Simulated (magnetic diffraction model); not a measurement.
**Solving a magnetic structure from powder neutron data: LaFe2SbC**

Space group Cmcm (no. 63), a = 3.9140 Å, b = 11.3770 Å, c = 7.2060 Å.

| site | atom | x | y | z |
| --- | --- | --- | --- | --- |
| 4c | La | 1/2 | 0.0389 | 3/4 |
| 4c | Sb | 0 | 0.2686 | 3/4 |
| 8f | Fe | 1/2 | 0.3256 | 0.9452 |
| 4a | C | 0 | 0 | 0 |

This is a made-up structure (elements placed in a structure type, unrelaxed), so the numbers test the method and describe no known phase.

Only Fe is taken to order (form factors of Fe2+); orders and moment sizes are assumed, and not adapted to the symmetry. Radiation: neutrons of λ = 1.8 Å, 5° to 55°; isotropic B of 0.37 Å² (La), 0.31 Å² (Sb), 0.48 Å² (Fe) and 0.59 Å² (C). Simulated constant-wavelength pattern: nuclear and magnetic terms add, the magnetic one as |2.695 fm × Σ f S⊥ exp(2πi Q·r) exp(−B s²)|², summed over all Q at one angle with the factor 1/(sin²θ cos θ). For collinear order S is the moment m, which repeats by lattice and centring translations R with the sign exp(−2πi k·R). Free-ion form factors, Sears's scattering lengths of 1992, no absorption; a label names one of the reflections at its angle. The strongest nuclear line in the range is 100, and lines under 0.2 are left out.

Above the ordering temperature:

```
2θ (°)    index      I
 18.21  (0 2 0)    1.5
 23.26  (0 2 1)    2.1
 28.15  (1 1 0)    9.2
 28.93  (0 0 2)    5.4
 31.73  (1 1 1)    1.5
 34.40  (0 2 2)    2.0
 36.89  (0 4 0)    6.4
 38.59  (1 3 0)   30.5
 39.78  (0 4 1)   25.8
 40.80  (1 1 2)  100.0
 41.37  (1 3 1)   19.7
 47.55  (0 4 2)    4.7
 48.00  (0 2 3)   19.2
 48.94  (1 3 2)    1.9
 53.06  (1 1 3)   41.9
 54.45  (1 5 0)   11.7
 54.76  (2 0 0)   47.5
```

Below it (cell unchanged):

```
2θ (°)      I
 18.21    4.1
 23.26    3.0
 28.15   12.0
 28.93    8.6
 31.73    3.2
 34.40    3.1
 36.89    6.5
 38.59   34.4
 39.78   26.1
 40.80  101.1
 41.37   19.7
 47.55    4.8
 48.00   20.3
 48.94    4.2
 53.06   43.9
 54.45   12.2
 54.76   48.4
```

**Question.** Find the propagation vector, then choose among these models:
A. collinear moments along [101], 1.92 μB on Fe; signs + at (1/2, 0.3256, 0.9452), + at (0, 0.1744, 0.0548), + at (1/2, 0.3256, 0.5548), + at (0, 0.1744, 0.4452)
B. collinear moments along [111], 1.92 μB on Fe; signs + at (1/2, 0.3256, 0.9452), + at (0, 0.1744, 0.0548), + at (1/2, 0.3256, 0.5548), + at (0, 0.1744, 0.4452)
C. collinear moments along [101], 1.92 μB on Fe; signs + at (1/2, 0.3256, 0.9452), − at (0, 0.1744, 0.0548), + at (1/2, 0.3256, 0.5548), − at (0, 0.1744, 0.4452)
D. collinear moments along [111], 1.92 μB on Fe; signs + at (1/2, 0.3256, 0.9452), − at (0, 0.1744, 0.0548), + at (1/2, 0.3256, 0.5548), − at (0, 0.1744, 0.4452)

No line moves, and magnetic intensity falls on nuclear lines such as the one at 38.59°, so the magnetic cell equals the chemical primitive cell: k = 0.

Magnetic intensity, observed (below minus above) and for each model:

| 2θ (°) | index | observed | A | B | C | D |
| --- | --- | --- | --- | --- | --- | --- |
| 14.35 | (0 0 1) | <0.2 | <0.2 | <0.2 | 1.0 | 3.2 |
| 18.21 | (0 2 0) | 2.6 | 7.6 | 2.6 | 14.9 | 5.1 |
| 28.15 | (1 1 0) | 2.8 | 2.6 | 2.8 | 9.8 | 10.6 |
| 28.93 | (0 0 2) | 3.2 | 1.0 | 3.2 | <0.2 | <0.2 |
| 36.89 | (0 4 0) | 0.1 | 0.4 | 0.1 | 3.3 | 1.1 |
| 38.59 | (1 3 0) | 3.9 | 5.6 | 3.9 | 0.1 | 0.1 |
| 40.80 | (1 1 2) | 1.1 | 0.7 | 1.1 | 2.6 | 4.1 |
| 48.94 | (1 3 2) | 2.3 | 2.2 | 2.3 | <0.2 | <0.2 |

Model B matches.

The absence at (0 0 1) is telling: the sublattices cancel there.

The structure used: k = (0 0 0), collinear moments along [111], 1.92 μB on Fe; signs + at (1/2, 0.3256, 0.9452), + at (0, 0.1744, 0.0548), + at (1/2, 0.3256, 0.5548), + at (0, 0.1744, 0.4452).

[Logs are printed without paths, hosts, clocks, repeated set-up lines and the standing remarks that a program may print on its own settings, such as how far it seeks lower states.]
